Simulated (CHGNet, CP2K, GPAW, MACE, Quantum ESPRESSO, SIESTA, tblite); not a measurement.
# Quantum ESPRESSO on random packing of B (94 atoms): settings compared

How far do other settings of Quantum ESPRESSO move the forces in random packing of B (94 atoms)? One run of the same program serves as the yardstick.

Program: Quantum ESPRESSO 7.5. Level of theory: the method is named at each step. Results are calculated unless marked as measured.

## (1) The structure

The cell holds 94 atoms: 94 B. Its edges and angles: a = 9.301 Å, b = 9.301 Å, c = 9.301 Å, α = 90.0°, β = 90.0°, γ = 90.0°. 94 atoms (94 B) packed at random in a cube at 2.1 g/cm³ and pushed apart as soft spheres; a start for melting by ab initio MD, not an equilibrated structure. Then every atom was moved at random, 0.03 Å r.m.s. a Cartesian component.

The yardstick, on the same geometry:

* method: Kohn-Sham DFT, PBE, SSSP efficiency 1.3.0 pseudopotentials, plane waves (Quantum ESPRESSO 7.5); sssp-pbe-1.3.0-efficiency, cutoffs 45/360 Ry, Γ point
* r.m.s. force component: 1.106 eV/Å
* longest force: 4.447 eV/Å
* pressure: -20.27 GPa
* time: 35 s on 4 MPI ranks of Arm Neoverse V2, shared host
* CPU time: 2.3 min

## (2) PBE, sssp-1.3.0-efficiency, 45/360 Ry, paro

Method: Kohn-Sham DFT, PBE, SSSP efficiency 1.3.0 pseudopotentials, plane waves.

Input file pw.in:

```
&control
  calculation = 'scf'
  pseudo_dir = './pseudo'
  outdir = './tmp'
  disk_io = 'none'
  tprnfor = .true.
  tstress = .true.
/
&system
  ibrav = 0
  nat = 94
  ntyp = 1
  ecutwfc = 45
  ecutrho = 360
  nosym = .true.
  occupations = 'smearing'
  smearing = 'fd'
  degauss = 0.003675
/
&electrons
  conv_thr = 4.7e-07
  electron_maxstep = 100
  mixing_beta = 0.2
  mixing_mode = 'local-TF'
  diagonalization = 'paro'
/
ATOMIC_SPECIES
B 10.810 B.upf
CELL_PARAMETERS angstrom
9.30110 0.00000 0.00000
0.00000 9.30110 0.00000
0.00000 0.00000 9.30110
ATOMIC_POSITIONS crystal
B 0.41605 0.36062 0.66431
B 0.79921 0.00688 0.54809
B 0.81208 0.00664 0.82895
B 0.63941 0.62551 0.42768
B 0.33737 0.18756 0.68464
B 0.05917 0.68117 0.40164
B 0.58711 0.98118 0.05644
B 0.86024 0.44912 0.48043
B 0.95163 0.89222 0.45353
B 0.53680 0.50125 0.61363
B 0.77089 0.21967 0.53379
B 0.65488 0.92234 0.43603
B 0.90622 0.85461 0.21329
B 0.53307 0.74918 0.25454
B 0.27568 0.05503 0.88213
B 0.51402 0.77269 0.59476
B 0.63978 0.82410 0.90906
B 0.28379 0.79010 0.63663
B 0.25828 0.60061 0.66885
B 0.57288 0.12108 0.52118
B 0.56863 0.59766 0.16684
B 0.20693 0.42841 0.13384
B 0.64294 0.13068 0.95824
B 0.23617 0.48245 0.90789
B 0.92654 0.66459 0.56040
B 0.79687 0.48749 0.84336
B 0.42661 0.93509 0.83908
B 0.12978 0.87510 0.36124
B 0.35097 0.75796 0.41079
B 0.70911 0.57922 0.03894
B 0.50911 0.95108 0.64358
B 0.85066 0.26598 0.74546
B 0.70174 0.58410 0.66528
B 0.34273 0.01636 0.14407
B 0.43451 0.53472 0.78323
B 0.49088 0.05733 0.23368
B 0.14692 0.05542 0.28125
B 0.07472 0.60579 0.64957
B 0.11560 0.88133 0.65552
B 0.22675 0.85956 0.78868
B 0.87795 0.47965 0.67221
B 0.62644 0.40479 0.93393
B 0.46204 0.78084 0.03219
B 0.21946 0.69382 0.89825
B 0.40801 0.32509 0.16647
B 0.66122 0.36734 0.62606
B 0.50459 0.48841 0.29221
B 0.74972 0.88157 0.72982
B 0.39139 0.60383 0.06240
B 0.75001 0.04915 0.35364
B 0.69317 0.39318 0.16027
B 0.05167 0.26021 0.89712
B 0.08357 0.42098 0.80775
B 0.84885 0.46698 0.26611
B 0.13109 0.28418 0.40404
B 0.45988 0.31998 0.91634
[... 34 atom lines left out ...]
B 0.31514 0.20991 0.44728
B 0.20977 0.50902 0.30323
B 0.46826 0.28432 0.35791
B 0.74271 0.76663 0.37262
K_POINTS gamma
```

Run with:

```bash
$ OMP_NUM_THREADS=1 mpirun -np 2 pw.x -in pw.in > output.txt
```

The program printed:

```text
Program PWSCF
     gamma-point specific algorithms are used
     Parallelization info
     sticks:   dense  smooth     PW     G-vecs:    dense   smooth      PW
     Min        4422    2210    550               313005   110570   13814
     Max        4427    2211    551               313006   110573   13819
     Sum        8849    4421   1101               626011   221143   27633
     bravais-lattice index     =            0
     lattice parameter (alat)  =      17.5765  a.u.
     unit-cell volume          =    5429.9964 (a.u.)^3
     number of atoms/cell      =           94
     number of atomic types    =            1
     number of electrons       =       282.00
     number of Kohn-Sham states=          169
     kinetic-energy cutoff     =      45.0000  Ry
     charge density cutoff     =     360.0000  Ry
     scf convergence threshold =      4.7E-07
     mixing beta               =       0.2000
     number of iterations used =            8  local-TF  mixing
     Exchange-correlation=  SLA  PW   PBX  PBC
                           (   1   4   3   4   0   0   0)
     crystal axes: (cart. coord. in units of alat)
               a(1) = (   1.000000   0.000000   0.000000 )
               a(2) = (   0.000000   1.000000   0.000000 )
               a(3) = (   0.000000   0.000000   1.000000 )
     reciprocal axes: (cart. coord. in units 2 pi/alat)
               b(1) = (  1.000000  0.000000  0.000000 )
               b(2) = (  0.000000  1.000000  0.000000 )
               b(3) = (  0.000000  0.000000  1.000000 )
     PseudoPot. # 1 for B :
     Pseudo is Ultrasoft + core correction, Zval =  3.0
     atomic species   valence    mass     pseudopotential
     B                 3.00    10.81000     B ( 1.00)
     No symmetry found
   Cartesian axes
     number of k points=     1  Fermi-Dirac smearing, width (Ry)=  0.0037
                       cart. coord. in units 2pi/alat
        k(    1) = (   0.0000000   0.0000000   0.0000000), wk =   2.0000000
     Dense  grid:   313006 G-vectors     FFT dimensions: ( 108, 108, 108)
     Smooth grid:   110572 G-vectors     FFT dimensions: (  75,  75,  75)
     Initial potential from superposition of free atoms
     starting charge     281.9735, renormalised to     282.0000
     Starting wfcs are  376 randomized atomic wfcs
     Self-consistent Calculation
     iteration #  1     ecut=    45.00 Ry     beta= 0.20
     ParO style diagonalization
     total energy              =    -592.36418989 Ry
     estimated scf accuracy    <       6.50432714 Ry
     iteration #  2     ecut=    45.00 Ry     beta= 0.20
     ParO style diagonalization
     total energy              =    -590.70578255 Ry
     estimated scf accuracy    <       4.41705479 Ry
     iteration #  3     ecut=    45.00 Ry     beta= 0.20
     ParO style diagonalization
     total energy              =    -591.46154544 Ry
     estimated scf accuracy    <       0.47651183 Ry
     iteration #  4     ecut=    45.00 Ry     beta= 0.20
     ParO style diagonalization
     total energy              =    -591.36876717 Ry
     estimated scf accuracy    <       0.31665866 Ry
     iteration #  5     ecut=    45.00 Ry     beta= 0.20
     ParO style diagonalization
     total energy              =    -591.40850926 Ry
     estimated scf accuracy    <       0.05164765 Ry
     iteration #  6     ecut=    45.00 Ry     beta= 0.20
     ParO style diagonalization
     total energy              =    -591.41463166 Ry
     estimated scf accuracy    <       0.00843940 Ry
     iteration #  7     ecut=    45.00 Ry     beta= 0.20
     ParO style diagonalization
     total energy              =    -591.41587707 Ry
     estimated scf accuracy    <       0.00098567 Ry
     iteration #  8     ecut=    45.00 Ry     beta= 0.20
     ParO style diagonalization
     total energy              =    -591.41572623 Ry
     estimated scf accuracy    <       0.00084271 Ry
     iteration #  9     ecut=    45.00 Ry     beta= 0.20
     ParO style diagonalization
     total energy              =    -591.41580208 Ry
     estimated scf accuracy    <       0.00003574 Ry
     iteration # 10     ecut=    45.00 Ry     beta= 0.20
     ParO style diagonalization
     total energy              =    -591.41580037 Ry
     estimated scf accuracy    <       0.00001508 Ry
     iteration # 11     ecut=    45.00 Ry     beta= 0.20
     ParO style diagonalization
     total energy              =    -591.41580240 Ry
     estimated scf accuracy    <       0.00000119 Ry
     iteration # 12     ecut=    45.00 Ry     beta= 0.20
     ParO style diagonalization
     total energy              =    -591.41580240 Ry
     estimated scf accuracy    <       0.00000063 Ry
     iteration # 13     ecut=    45.00 Ry     beta= 0.20
     ParO style diagonalization
     End of self-consistent calculation
          k = 0.0000 0.0000 0.0000 ( 13817 PWs)   bands (ev):
    -7.4358  -6.6548  -6.2129  -5.9438  -5.7046  -5.4445  -5.1734  -4.8943
    -4.6655  -4.5547  -4.4387  -4.2419  -4.1834  -3.9959  -3.7923  -3.6401
    -3.6078  -3.5490  -3.3136  -2.9423  -2.7824  -2.6732  -2.5902  -2.4035
    -2.2257  -2.0494  -1.8890  -1.7679  -1.5691  -1.5199  -1.3961  -1.2722
    -0.9887  -0.9257  -0.8364  -0.7730  -0.6705  -0.6165  -0.5108  -0.2628
    -0.2496  -0.1454  -0.0196   0.0703   0.1796   0.2305   0.2661   0.3467
     0.4357   0.5062   0.5926   0.6039   0.6904   0.8041   0.8236   0.9830
     1.0693   1.1763   1.3140   1.3653   1.3908   1.5058   1.5654   1.6397
     1.6679   1.7272   1.8728   1.9910   2.0408   2.1128   2.2025   2.2335
     2.3157   2.4483   2.6470   2.6998   2.8731   2.9841   3.1526   3.2015
     3.2301   3.3710   3.4146   3.4347   3.6513   3.7733   3.8312   3.8999
     4.0494   4.1283   4.2246   4.3147   4.3652   4.4150   4.4911   4.5839
[...]
7.1192   7.2383   7.2462   7.3096   7.3840   7.4498   7.4989   7.6165
     7.6994   7.7637   7.8177   7.8580   7.9050   8.0216   8.1128   8.1887
     8.2177   8.2973   8.3436   8.4558   8.4935   8.5257   8.5764   8.5983
     8.7939   8.8362   8.8935   8.9890   9.0384   9.0686   9.2171   9.2524
     9.3004   9.3396   9.4649   9.4938   9.6351   9.7302   9.7663   9.8983
    10.0063
     the Fermi energy is     7.9733 ev
!    total energy              =    -591.41580242 Ry
     estimated scf accuracy    <       0.00000006 Ry
     smearing contrib. (-TS)   =      -0.01499193 Ry
     internal energy E=F+TS    =    -591.40081048 Ry
     The total energy is F=E-TS. E is the sum of the following terms:
     one-electron contribution =     204.78330146 Ry
     hartree contribution      =      47.73759703 Ry
     xc contribution           =    -268.04386335 Ry
     ewald contribution        =    -575.87784563 Ry
     convergence has been achieved in  13 iterations
     Forces acting on atoms (cartesian axes, Ry/au):
     atom    1 type  1   force =    -0.02757497    0.03790088    0.01874414
     atom    2 type  1   force =     0.01045618   -0.01427619   -0.05302032
     atom    3 type  1   force =     0.04892205    0.06091131    0.06393790
     atom    4 type  1   force =    -0.04569142   -0.03497180    0.04046620
     atom    5 type  1   force =     0.01539672   -0.01632096   -0.00778075
     atom    6 type  1   force =     0.01972206    0.01182617    0.06986391
     atom    7 type  1   force =     0.02605214   -0.04991760    0.00047238
     atom    8 type  1   force =     0.06374387    0.01400752   -0.03556422
     atom    9 type  1   force =     0.04742515   -0.03847830   -0.04626509
     atom   10 type  1   force =     0.02682428   -0.05545977    0.02640180
     atom   11 type  1   force =    -0.08354613    0.00448550    0.03542187
     atom   12 type  1   force =    -0.02686037   -0.04463735    0.02341937
[...]
atom   90 type  1   force =    -0.04401796    0.04615863   -0.03670728
     atom   91 type  1   force =    -0.03995787    0.00057786   -0.02197628
     atom   92 type  1   force =    -0.05387455   -0.03241204    0.07032059
     atom   93 type  1   force =    -0.02228630    0.02871754   -0.03293259
     atom   94 type  1   force =    -0.03904234   -0.03107371    0.00390556
     Total force =     0.722330     Total SCF correction =     0.000328
     Computing stress (Cartesian axis) and pressure
          total   stress  (Ry/bohr**3)                   (kbar)     P=     -202.70
  -0.00173362  -0.00006243   0.00000834         -255.02       -9.18        1.23
  -0.00006243  -0.00120601   0.00009975           -9.18     -177.41       14.67
   0.00000834   0.00009975  -0.00119409            1.23       14.67     -175.66
     Message from routine punch:
     Nothing written, as per user request (disk_io='none')
```

It took 1.8 min on 2 MPI ranks of Arm Neoverse V2, shared host; peak memory 1.9 GiB.

Banners, paths, timers and routine set-up lines are dropped from the logs unmarked, and long logs keep their key lines alone; longer cuts are marked.

Against the reference:

| Quantity | Value |
| --- | --- |
| r.m.s. force component | 1.106 eV/Å |
| r.m.s. difference of force components | 0.258 meV/Å |
| longest difference of force vectors | 0.935 meV/Å |
| force difference over r.m.s. force | 0.0233 % |
| slope of forces against the reference's | 1 |
| correlation of force components | 1 |
| pressure | -20.27 GPa |
| pressure difference | -0.0007 GPa |
| energy less the same-level run's | 0 meV/atom |
| r.m.s. force difference from the same-level run | 0.258 meV/Å |

The surroundings of B40, which bears the longest force, nearest first, numbered as they follow in the input and with coordinates relative to it.

| atom | x | y | z | distance (Å) | bonds | Fx | Fy | Fz (eV/Å) |
| --- | --- | --- | --- | --- | --- | --- | --- | --- |
| B40 | 0.00 | 0.00 | 0.00 | 0.00 | 3 | 2.18 | 0.44 | 3.85 |
| B39 | -1.03 | 0.20 | -1.24 | 1.63 | 3 | 0.72 | 1.30 | -0.29 |
| B18 | 0.53 | -0.65 | -1.41 | 1.64 | 3 | 1.51 | -0.72 | -1.83 |
| B44 | -0.07 | -1.54 | 1.02 | 1.85 | 4 | -1.74 | -0.98 | 0.97 |
| B90 | 1.49 | -1.35 | 0.31 | 2.03 | 2 | -1.13 | 1.19 | -0.94 |
| B27 | 1.86 | 0.70 | 0.47 | 2.04 | 2 | -0.50 | -0.39 | -0.76 |
| B15 | 0.46 | 1.82 | 0.87 | 2.07 | 2 | 0.60 | -0.94 | -0.45 |
| B89 | -1.86 | 1.45 | 0.53 | 2.42 | 1 | -0.22 | 1.00 | 1.10 |
| B81 | -1.85 | -1.62 | 0.21 | 2.47 | 3 | 0.90 | 0.95 | 0.82 |

Forces lie 0.023 % from the reference's, at 1.6 times its CPU time (on 2 against 4 cores).

Within one program, basis, potentials and functional, energies share a zero. Each run against its twin at the usual cutoff or grid and solver:

| run | twin | Δ energy (meV/atom) | Δ force, r.m.s. (meV/Å) | CPU time over the twin's |
| --- | --- | --- | --- | --- |
| QE PBE, sssp-1.3.0-efficiency, 45/360 Ry, paro | sssp-1.3.0-efficiency, 45/360 Ry | 0 | 0.258 | 1.6 (this twin ran on 4 cores) |

## (3) Outcome

```yaml
force_difference_from_the_reference: QE PBE, sssp-1.3.0-efficiency, 45/360 Ry, paro, 0.023 %
its_cpu_time: 3.7 min
```

In words: With the reference's own potentials and cutoffs, another solver or threshold moves forces by 0.023 % (QE PBE, sssp-1.3.0-efficiency, 45/360 Ry, paro). The reference's pressure holds the uncorrected Pulay stress of its 45 Ry basis, so small pressure differences, and their order, may be the reference's own error. The reference's stress is far from hydrostatic: its diagonal is -25.5, -17.7, -17.6 GPa, compression counted positive. The reference's pressure of -20 GPa says that the cell would shrink at this level of theory. The electronic-structure runs sample only Γ, in a cell whose shortest periodic width is 9 Å, which is coarse for a cell with partly filled levels.

[Also dropped from logs without a mark: logging warnings of Python, and SIESTA's first energy breakdown and zero terms.]

[Logs are printed without paths, hosts, clocks, repeated set-up lines and the standing remarks that a program may print on its own settings, such as how far it seeks lower states.]

[Hosts, paths, dates, database ids (printed as entryN), source tags and the programs' standing remarks are cut or masked in the printed files.]
